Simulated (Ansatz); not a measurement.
# BeTlF3: complex band structure

Aim: relax a made-up compound, BeTlF3, and see how good a tunnel barrier it would be. It is built by putting Be for Ca in the CaTlF3 structure of space group Cm, with the volume rescaled by atomic radii. The parent structure comes from the Materials Project.

Main program and level: Ansatz 0.2.0; PBE DFT, plane waves, PAW files, in the first sound run; inputs show where later runs differ.

The structure was built from a prototype and need not be the compound's stable phase.

## Step 1: The structure

It takes space group Cm (No. 8, monoclinic). The conventional cell has a = 5.659 Å, b = 5.655 Å, c = 3.998 Å, α = 90.00°, β = 90.10°, γ = 90.00°. Nearest to Be lie 6 F at 2.00 Å. Tl has 3 F at 2.72 to 2.77 Å nearest. F has 2 Be at 2.00 Å nearest. F has 2 Be at 2.00 Å nearest. It derives from CaTlF3. Be for Ca in the CaTlF3 structure of space group Cm. Farther neighbours and most contacts between anions are not listed.

## Step 2: Relaxing the new crystal

The substituted atoms don't fit the parent's cell, so cell and atoms relax together. A small smearing keeps the run stable in case the gap closes on the way.

File input.yaml:

```yaml
crystal:
  lattice:
    - [2.8293292634, -2.8274954782, 0.0]
    - [2.8293292634, 2.8274954782, 0.0]
    - [-0.0071976956, 0.0, 3.9979860248]
  atoms:
    - { symbol: Be, position: [0.500945, 0.500945, 0.487376] }
    - { symbol: Tl, position: [0.008227, 0.008227, 0.99386] }
    - { symbol: F, position: [0.498494, 0.000421, 0.483097] }
    - { symbol: F, position: [0.488499, 0.488499, 0.986947] }
    - { symbol: F, position: [0.000421, 0.498494, 0.483097] }
kpoints:
  mp_grid: { grid: [6, 6, 6] }
scf:
  occupations: { method: gaussian, width: 0.03 }
hamiltonian:
  xc: pbe
output:
  forces: true
  stress: true
relax:
  f_tol: 0.02
  max_steps: 60
  cell: {}
```

Run with:

```console
$ ansatz run input.yaml --threads 2 --pin off --max-ram 4096MiB --backend cpu --events-out ev --progress --plain --runs-dir out
```

Numbers of over 12 decimals in the logs are rounded to 6 here.

Log:

```text
Engine: ansatz 0.2.0, aarch64-unknown-linux-gnu
Pseudopotentials: kind: paw
Pseudopotential: Be, paw, valence charge 2, recommended cutoff 420 eV (normal), Be.paw.azcp
Pseudopotential: Tl, paw, valence charge 13, recommended cutoff 420 eV (normal), Tl.paw.azcp
Pseudopotential: F, paw, valence charge 7, recommended cutoff 420 eV (normal), F.paw.azcp
Functional definition: PBE
  parameter kappa = 0.804
  parameter beta = 0.066725
  exchange = pbe_x(kappa = kappa, mu = beta*pi^2/3)
  correlation = pbe_c(beta = beta)
Crystal: 5 atoms, lattice volume = 63.967 Å³
Basis set: ecut = 420 eV, 1237 PW (Γ), exchange–correlation on 54×54×54 points (8 copies of the dense FFT grid, shifted against one another)
Bands: 23, of which v1, the nominal top of the filled ones, is band 18 counted from 1 (17 counted from 0)
Symmetry: 2 space group operations
Space group: Cm (ITA 8), of the structure as read, at distance tolerance 4.0e-5 Å
k-points: 68 of 216 (time reversal used)
Non-local potential: Be, projectors of the file, l = 0: 2, l = 1: 2, l = 2: 1
Non-local potential: Tl, projectors of the file, l = 0: 2, l = 1: 2, l = 2: 2, l = 3: 1
Non-local potential: F, projectors of the file, l = 0: 2, l = 1: 2, l = 2: 1
PAW form: soft (Blöchl's): semilocal exchange-correlation on the pseudo side does not see the compensation charge
PAW one-centre angular grid: Be, 110 points (default); XC on 64 Gauss nodes
PAW one-centre angular grid: Tl, 590 points (default); XC on 64 Gauss nodes
PAW one-centre angular grid: F, 110 points (default); XC on 64 Gauss nodes
Initial density: superposition of atomic densities (neutral atoms: chi_scale 0, normalization atom), corrected by the library's trained network
Initial wavefunctions: pseudopotential atomic-orbital guess
Functional: x = pbe(κ = 0.804, μ = 0.219515), c = pbe(β = 0.066725)
SCF iter   1: F=—  HF=-13964.612825 eV  |F-HF|=—  |Δ(HF+E_count)|=         —  Δρ=1.83e-3  dr2=3.47e-3  ethr=1.77e-3  ⟨swp⟩=6.6  Hψ=7922  notcnv=0
preconditioner: auto → Resta (q_TF=auto, 2.479 Å⁻¹)  ε∞=4.3  [insulator: Δε(μ)=3.916 eV  Ē_g=15.416 eV  σ=0.030 eV  W_gap=1.00  n_scr=18 (ndim 8)  ℏωp=27.9 eV  f_vac=0.000  D(μ)=0.00/eV (n_scr^D=0)  ε∞_Penn≈4.3]
SCF iter   2: F=—  HF=-13964.611899 eV  |F-HF|=—  |Δ(HF+E_count)|=   9.26e-4  Δρ=1.07e-3  dr2=1.17e-3  ethr=9.65e-6  ⟨swp⟩=2.4  Hψ=2968  notcnv=0  defer=7
SCF iter   3: F=—  HF=-13964.611504 eV  |F-HF|=—  |Δ(HF+E_count)|=   3.95e-4  Δρ=2.53e-4  dr2=9.01e-5  ethr=3.24e-6  ⟨swp⟩=2.7  Hψ=2522  notcnv=0  defer=7
SCF iter   4: F=—  HF=-13964.611367 eV  |F-HF|=—  |Δ(HF+E_count)|=   1.37e-4  Δρ=1.02e-4  dr2=6.17e-6  ethr=2.50e-7  ⟨swp⟩=2.0  Hψ=2177  notcnv=0  defer=7
SCF iter   5: F=—  HF=-13964.611367 eV  |F-HF|=—  |Δ(HF+E_count)|=   4.50e-7  Δρ=1.06e-4  dr2=4.16e-6  ethr=1.71e-8  ⟨swp⟩=2.0  Hψ=2719  notcnv=0  defer=7
SCF iter   6: F=—  HF=-13964.611366 eV  |F-HF|=—  |Δ(HF+E_count)|=   9.51e-7  Δρ=1.78e-5  dr2=1.05e-7  ethr=1.15e-8  ⟨swp⟩=2.0  Hψ=2401  notcnv=0  defer=9
SCF iter   7: F=-13964.611366 eV  HF=-13964.611366 eV  |F-HF|=2.61e-8  |Δ(HF+E_count)|=   2.67e-8  Δρ=9.62e-6  dr2=4.34e-8  ethr=2.78e-10  ⟨swp⟩=4.0  Hψ=4930  notcnv=0
SCF 1 converged in 7 iterations: F = -13964.611366 eV  dr2 = 4.34e-8
  greatest PAW one-centre occupation: 0.968 electrons in one spin orbital (limit 2), on the Tl atom at site 1 (counted from 0), in its partial waves of l = 2
relax step   1: F+E_penalty+E_count = -13964.61136619 eV  Δ(F+E_penalty+E_count) = +0.000e0 eV  max|allowed force component| = 3.164e-1 eV/Å  Δτ_max = 0.0000 Å  P = -5.164 GPa  Ω = 63.967 Å³  (7 SCF iters, dr2 threshold 1.00e-7 eV, accepted)
Crystal: 5 atoms, lattice volume = 59.823 Å³
Basis set: ecut = 420 eV, 1189 PW (Γ), exchange–correlation on 54×54×54 points (8 copies of the dense FFT grid, shifted against one another)
Initial density: handed on by an earlier stage of this run
Initial wavefunctions: those handed on with the density
iter 1 solved again at ethr=2.31e-4 eV; its pass at ethr=3.10e-3 eV (dr2=8.32e-2 eV) is discarded
SCF iter   1: F=—  HF=-13964.741991 eV  |F-HF|=—  |Δ(HF+E_count)|=         —  Δρ=1.17e-2  dr2=8.50e-2  ethr=2.31e-4  ⟨swp⟩=1.0  Hψ=8679  notcnv=0
preconditioner: auto → Resta (q_TF=auto, 2.507 Å⁻¹)  ε∞=4.3  [insulator: Δε(μ)=3.880 eV  Ē_g=15.941 eV  σ=0.030 eV  W_gap=1.00  n_scr=18 (ndim 8)  ℏωp=28.8 eV  f_vac=0.000  D(μ)=0.00/eV (n_scr^D=0)  ε∞_Penn≈4.3]
SCF iter   2: F=—  HF=-13964.715601 eV  |F-HF|=—  |Δ(HF+E_count)|=   2.64e-2  Δρ=5.18e-3  dr2=1.35e-2  ethr=2.31e-4  ⟨swp⟩=2.1  Hψ=2992  notcnv=0  defer=2
SCF iter   3: F=—  HF=-13964.711246 eV  |F-HF|=—  |Δ(HF+E_count)|=   4.36e-3  Δρ=1.54e-3  dr2=1.53e-3  ethr=3.76e-5  ⟨swp⟩=2.0  Hψ=3041  notcnv=0  defer=17
SCF iter   4: F=—  HF=-13964.710905 eV  |F-HF|=—  |Δ(HF+E_count)|=   3.40e-4  Δρ=7.77e-4  dr2=3.00e-4  ethr=4.24e-6  ⟨swp⟩=2.0  Hψ=2298  notcnv=0  defer=18
SCF iter   5: F=—  HF=-13964.710587 eV  |F-HF|=—  |Δ(HF+E_count)|=   3.18e-4  Δρ=1.36e-4  dr2=8.17e-6  ethr=8.35e-7  ⟨swp⟩=2.9  Hψ=2686  notcnv=0  defer=18
SCF iter   6: F=—  HF=-13964.710590 eV  |F-HF|=—  |Δ(HF+E_count)|=   2.73e-6  Δρ=8.53e-5  dr2=2.55e-6  ethr=2.27e-8  ⟨swp⟩=2.5  Hψ=2733  notcnv=0  defer=18
SCF iter   7: F=-13964.710589 eV  HF=-13964.710589 eV  |F-HF|=1.37e-7  |Δ(HF+E_count)|=   5.42e-7  Δρ=2.42e-5  dr2=2.22e-7  ethr=1.39e-9  ⟨swp⟩=2.3  Hψ=5780  notcnv=0
SCF 2 converged in 7 iterations: F = -13964.710589 eV  dr2 = 2.22e-7
relax step   2: F+E_penalty+E_count = -13964.71058896 eV  Δ(F+E_penalty+E_count) = -9.922e-2 eV  max|allowed force component| = 1.679e-1 eV/Å  Δτ_max = 0.0950 Å  P = +0.189 GPa  Ω = 59.823 Å³  energy of the carried Pulay correction = +1.546e-2 eV  (7 SCF iters, dr2 threshold 5.00e-7 eV, accepted)
Crystal: 5 atoms, lattice volume = 59.883 Å³
iter 1 solved again at ethr=7.06e-5 eV; its pass at ethr=3.10e-3 eV (dr2=2.54e-2 eV) is discarded
SCF iter   1: F=—  HF=-13964.723800 eV  |F-HF|=—  |Δ(HF+E_count)|=         —  Δρ=5.85e-3  dr2=2.56e-2  ethr=7.06e-5  ⟨swp⟩=1.2  Hψ=8194  notcnv=0
preconditioner: auto → Resta (q_TF=auto, 2.506 Å⁻¹)  ε∞=4.3  [insulator: Δε(μ)=3.853 eV  Ē_g=15.926 eV  σ=0.030 eV  W_gap=1.00  n_scr=18 (ndim 8)  ℏωp=28.8 eV  f_vac=0.000  D(μ)=0.00/eV (n_scr^D=0)  ε∞_Penn≈4.3]
SCF iter   2: F=—  HF=-13964.716178 eV  |F-HF|=—  |Δ(HF+E_count)|=   7.62e-3  Δρ=2.23e-3  dr2=3.11e-3  ethr=7.06e-5  ⟨swp⟩=2.0  Hψ=2876  notcnv=0
SCF iter   3: F=—  HF=-13964.715257 eV  |F-HF|=—  |Δ(HF+E_count)|=   9.21e-4  Δρ=4.12e-4  dr2=3.31e-5  ethr=8.64e-6  ⟨swp⟩=2.0  Hψ=2584  notcnv=0
[...]
relax step  27: F+E_penalty+E_count = -13966.76421821 eV  Δ(F+E_penalty+E_count) = -5.760e-4 eV  max|allowed force component| = 7.758e-3 eV/Å  Δτ_max = 0.0191 Å  P = +0.027 GPa  Ω = 90.892 Å³  energy of the carried Pulay correction = -4.683e-3 eV  (6 SCF iters, dr2 threshold 5.00e-7 eV, accepted)
relax step  28: F+E_penalty+E_count = -13966.76194477 eV  Δ(F+E_penalty+E_count) = +2.273e-3 eV  max|allowed force component| = 4.173e-3 eV/Å  Δτ_max = 0.0171 Å  P = -0.016 GPa  Ω = 91.871 Å³  energy of the carried Pulay correction = -7.879e-3 eV  (6 SCF iters, dr2 threshold 1.22e-7 eV, accepted)
relax step  29: F+E_penalty+E_count = -13966.76238792 eV  Δ(F+E_penalty+E_count) = -4.431e-4 eV  max|allowed force component| = 2.504e-3 eV/Å  Δτ_max = 0.0010 Å  P = +0.002 GPa  Ω = 91.747 Å³  energy of the carried Pulay correction = -7.461e-3 eV  (8 SCF iters, accepted)
relax step  30: F+E_penalty+E_count = -13966.76242215 eV  Δ(F+E_penalty+E_count) = -3.423e-5 eV  max|allowed force component| = 2.584e-3 eV/Å  Δτ_max = 0.0003 Å  P = +0.006 GPa  Ω = 91.739 Å³  energy of the carried Pulay correction = -7.434e-3 eV  (6 SCF iters, accepted)
relax step  31: F+E_penalty+E_count = -13966.76228522 eV  Δ(F+E_penalty+E_count) = +1.369e-4 eV  max|allowed force component| = 1.049e-2 eV/Å  Δτ_max = 0.0019 Å  P = +0.013 GPa  Ω = 91.783 Å³  energy of the carried Pulay correction = -7.583e-3 eV  (8 SCF iters, accepted)
relax step  32: F+E_penalty+E_count = -13966.77283369 eV  Δ(F+E_penalty+E_count) = -1.055e-2 eV  max|allowed force component| = 1.074e-2 eV/Å  Δτ_max = 0.0000 Å  P = +0.103 GPa  Ω = 91.783 Å³  stress off target by 3.19e-1 GPa  SCF on the basis re-selected at this cell (its energy is not comparable with the rows above)  (7 SCF iters)
relax step  33: F+E_penalty+E_count = -13966.77226678 eV  Δ(F+E_penalty+E_count) = +5.669e-4 eV  max|allowed force component| = 4.400e-3 eV/Å  Δτ_max = 0.0104 Å  P = +0.035 GPa  Ω = 92.616 Å³  energy of the carried Pulay correction = -2.243e-3 eV  (6 SCF iters, dr2 threshold 2.55e-7 eV, accepted)
relax step  34: F+E_penalty+E_count = -13966.77044118 eV  Δ(F+E_penalty+E_count) = +1.826e-3 eV  max|allowed force component| = 1.018e-2 eV/Å  Δτ_max = 0.0097 Å  P = -0.017 GPa  Ω = 93.369 Å³  energy of the carried Pulay correction = -4.401e-3 eV  (6 SCF iters, dr2 threshold 5.02e-8 eV, accepted)
relax step  35: F+E_penalty+E_count = -13966.77574899 eV  Δ(F+E_penalty+E_count) = -5.308e-3 eV  max|allowed force component| = 1.031e-2 eV/Å  Δτ_max = 0.0000 Å  P = +0.027 GPa  Ω = 93.369 Å³  stress off target by 1.45e-1 GPa  SCF on the basis re-selected at this cell (its energy is not comparable with the rows above)  (6 SCF iters)
relax step  36: F+E_penalty+E_count = -13966.77513071 eV  Δ(F+E_penalty+E_count) = +6.183e-4 eV  max|allowed force component| = 7.766e-3 eV/Å  Δτ_max = 0.0052 Å  P = +0.040 GPa  Ω = 93.782 Å³  energy of the carried Pulay correction = -1.091e-3 eV  (6 SCF iters, dr2 threshold 5.28e-8 eV, accepted)
relax step  37: F+E_penalty+E_count = -13966.77415023 eV  Δ(F+E_penalty+E_count) = +9.805e-4 eV  max|allowed force component| = 1.782e-2 eV/Å  Δτ_max = 0.0047 Å  P = -0.002 GPa  Ω = 94.140 Å³  energy of the carried Pulay correction = -2.058e-3 eV  (7 SCF iters, dr2 threshold 7.54e-9 eV, accepted)
relax step  38: F+E_penalty+E_count = -13966.77648574 eV  Δ(F+E_penalty+E_count) = -2.336e-3 eV  max|allowed force component| = 1.791e-2 eV/Å  Δτ_max = 0.0000 Å  P = +0.017 GPa  Ω = 94.140 Å³  stress off target by 5.50e-2 GPa  SCF on the basis re-selected at this cell (its energy is not comparable with the rows above)  (6 SCF iters)
relax step  39: F+E_penalty+E_count = -13966.77524942 eV  Δ(F+E_penalty+E_count) = +1.236e-3 eV  max|allowed force component| = 3.031e-3 eV/Å  Δτ_max = 0.0087 Å  P = -0.017 GPa  Ω = 94.687 Å³  energy of the carried Pulay correction = -1.389e-3 eV  (8 SCF iters, dr2 threshold 7.56e-9 eV, accepted)
iter 1 solved again at ethr=5.26e-7 eV; its pass at ethr=3.10e-3 eV (dr2=1.89e-4 eV) is discarded
SCF iter   1: F=—  HF=-13966.776662 eV  |F-HF|=—  |Δ(HF+E_count)|=         —  Δρ=6.26e-5  dr2=4.93e-7  ethr=5.26e-7  ⟨swp⟩=3.0  Hψ=11271  notcnv=0
preconditioner: auto → Resta (q_TF=auto, 2.322 Å⁻¹)  ε∞=3.4  [insulator: Δε(μ)=5.013 eV  Ē_g=14.933 eV  σ=0.030 eV  W_gap=1.00  n_scr=20 (ndim 8)  ℏωp=22.9 eV  f_vac=0.188  D(μ)=0.00/eV (n_scr^D=0)  ε∞_Penn≈3.4]
SCF iter   2: F=—  HF=-13966.776677 eV  |F-HF|=—  |Δ(HF+E_count)|=   1.52e-5  Δρ=2.78e-5  dr2=1.38e-7  ethr=1.37e-9  ⟨swp⟩=2.0  Hψ=2788  notcnv=0
SCF iter   3: F=—  HF=-13966.776683 eV  |F-HF|=—  |Δ(HF+E_count)|=   5.80e-6  Δρ=1.29e-5  dr2=1.70e-8  ethr=3.84e-10  ⟨swp⟩=2.3  Hψ=2241  notcnv=0
SCF iter   4: F=—  HF=-13966.776685 eV  |F-HF|=—  |Δ(HF+E_count)|=   1.42e-6  Δρ=5.53e-7  dr2=1.56e-10  ethr=4.73e-11  ⟨swp⟩=2.0  Hψ=2788  notcnv=0
SCF iter   5: F=-13966.776685 eV  HF=-13966.776685 eV  |F-HF|=1.82e-11  |Δ(HF+E_count)|=  1.13e-10  Δρ=1.36e-7  dr2=1.57e-11  ethr=1.00e-12  ⟨swp⟩=4.0  Hψ=4984  notcnv=0
SCF 40 converged in 5 iterations: F = -13966.776685 eV  dr2 = 1.57e-11
relax step  40: F+E_penalty+E_count = -13966.77668452 eV  Δ(F+E_penalty+E_count) = -1.435e-3 eV  max|allowed force component| = 3.057e-3 eV/Å  Δτ_max = 0.0000 Å  P = -0.007 GPa  Ω = 94.687 Å³  stress off target by 3.79e-2 GPa  SCF on the basis re-selected at this cell (its energy is not comparable with the rows above)  (5 SCF iters)
basis re-selected at this cell: Δ(F+E_penalty+E_count) = -1.435e-3 eV, ΔP = +0.009 GPa vs the last step (what re-selecting the basis moved, of the pressure what is left beyond the Pulay correction that the steps carried, after the strain that the cell walked since its last selection, with what the two solves' SCF thresholds leave and, on support functions, any second-order correction that the steps lacked; it is no m [...]
SCF converged after 5 iterations
Free energy (F): -13966.776685 eV
Harris-Foulkes:  -13966.776685 eV  (|F-HF|=1.82e-11)
Internal energy: -13966.776685 eV  (E = F + TS)
E sigma→0 (E₀):  -13966.776685 eV
Fermi energy:    2.827046 eV
--- Per-component energies (eV) ---
  E_band       = -231.810106
  E_kinetic    = 971.249452
  E_local      = -3217.883504  (includes V_loc(G=0)·N_el)
  E_nonlocal   = 543.297433
  E_hartree    = 1204.471158
  E_xc         = -489.643677
  E_vxc        = -468.587023  (∫ρ·V_xc dr)
  E_paw        = -10823.237755  (= ΣΔE_a)
  E_vpaw       = -468.835034  (= ΣTr[D̂ρ^β])
  E_aug_tail   = 0.006289  (compensation charges beyond the density's cutoff)
  E_ewald      = -2155.036081
  E_smearing   = -0.000000  (= −TS)
  E_closure    = 0.000000  (closes the sum)
  Σ components = -13966.776685   (vs F -13966.776685, Δ=0.00e0)
--- Forces (eV/Å), atoms counted from 1 ---
  atom   1  Be    -0.00272910     0.00000000    -0.00305617
  atom   2  Tl    -0.00113757     0.00000000    -0.00073707
  atom   3  F      0.00107809    -0.00026351     0.00153539
  atom   4  F      0.00171169     0.00000000     0.00072551
  atom   5  F      0.00107809     0.00026351     0.00153539
  max |Σ_I F_I| component: 3.06e-6 eV/Å
--- Stress (GPa, compression-positive) ---
        0.011608       0.000000       0.032187
        0.000000      -0.031595       0.000000
        0.032203       0.000000      -0.001513
  P = ⅓ Tr σ = -0.0072 GPa (-0.072 kbar)
--- Relaxed structure (33 steps of the walk, 32 accepted, 7 SCFs on fresh bases) ---
  F+E_penalty+E_count = -13966.77668452 eV   max|allowed force component| = 3.057e-3 eV/Å   (the final SCF, on the basis selected at the relaxed cell)
  cell:  # Å, volume = 94.6868 Å³
    - [3.492631, -2.997324, 0.351603]
    - [3.492631, 2.997324, 0.351603]
    - [0.487948, -1.273602639453524e-16, 4.571566]
  atoms:
    - { symbol: Be, position: [0.601535, 0.601535, 0.589273] }
    - { symbol: Tl, position: [0.067879, 0.067879, 1.054354] }
    - { symbol: F, position: [0.466704, -0.105497, 0.454139] }
    - { symbol: F, position: [0.465965, 0.465965, 0.882471] }
    - { symbol: F, position: [-0.105497, 0.466704, 0.454139] }
```

The job ended after 3.2 min (2 threads of Arm Neoverse V2, shared host; peak memory 0.45 GiB; 6.3 min of CPU time).

The steps of the relaxation (22 of 40):

```tsv
step	energy less that of the first step (eV)	largest force component (eV/Å)	pressure (GPa)	volume (Å³)
1	0.0000	0.3164	-5.16	63.97
3	-0.1037	0.1031	0.05	59.88
5	-0.1143	0.3048	0.02	59.95
7	-0.5452	1.5369	2.82	60.41
8	-1.1163	1.4143	8.75	61.70
10	-1.8508	0.2116	2.89	72.27
12	-1.8984	0.0168	0.31	75.70
14	-1.8980	0.0197	0.05	76.17
16*	-2.0271	0.0195	2.66	76.28
18	-2.0671	0.0171	-0.08	85.11
20	-2.0668	0.0101	-0.03	85.18
21*	-2.1271	0.0103	0.54	85.18
23	-2.1322	0.0438	0.28	88.79
25	-2.1314	0.0014	0.01	89.27
27	-2.1529	0.0078	0.03	90.89
29	-2.1510	0.0025	0.00	91.75
31	-2.1509	0.0105	0.01	91.78
33	-2.1609	0.0044	0.04	92.62
34	-2.1591	0.0102	-0.02	93.37
36	-2.1638	0.0078	0.04	93.78
38*	-2.1651	0.0179	0.02	94.14
40*	-2.1653	0.0031	-0.01	94.69
```

Relaxation steps marked * repeat the geometry before them on a plane-wave basis chosen anew for their cell, so energy and pressure can jump there. Other such steps can lie between the rows shown. Relaxation step 13 was tried and not accepted.

Forces are held to the 2 operations that the run works with; a distortion that breaks them can't arise in this run.

```tsv
cell as run	before	after	change
a (Å)	4.000	4.616	+15.4 %
b (Å)	4.000	4.616	+15.4 %
c (Å)	3.998	4.598	+15.0 %
α (°)	90.07	81.02	-10.0 %
β (°)	90.07	81.02	-10.0 %
γ (°)	89.96	80.99	-10.0 %
volume (Å³/atom)	12.79	18.94	+48.0 %
```

The atoms that moved most (Å, as changes of fractional coordinates times the final cell):

```tsv
atom	dx	dy	dz	length
Be1	0.752	0.000	0.537	0.924
F5	-0.495	0.222	-0.181	0.572
F3	-0.495	-0.222	-0.181	0.572
Tl2	0.446	0.000	0.319	0.548
F4	-0.208	0.000	-0.493	0.536
```

The relaxed structure:

```xyz
5
Lattice="3.4926 -2.9973 0.3516 3.4926 2.9973 0.3516 0.4879 0.0000 4.5716" Properties=species:S:1:pos:R:3 pbc="T T T"
Be    4.4894    0.0000    3.1169
Tl    0.9886    0.0000    4.8678
F     1.4832   -1.7151    2.2031
F     3.6855    0.0000    4.3619
F     1.4832    1.7151    2.2031
```

This step gave:

```yaml
free_energy: -13966.7767 eV
fermi_energy: 2.827 eV
pressure: -0.007167 GPa
```

The largest force component on a free atom ends at 0.0031 eV/Å.

(Part 1 of 4 ends here.)

[Logs are printed without paths, hosts, clocks, repeated set-up lines and the standing remarks that a program may print on its own settings, such as how far it seeks lower states.]

[Hosts, paths, dates, database ids (printed as entryN), source tags and the programs' standing remarks are cut or masked in the printed files.]
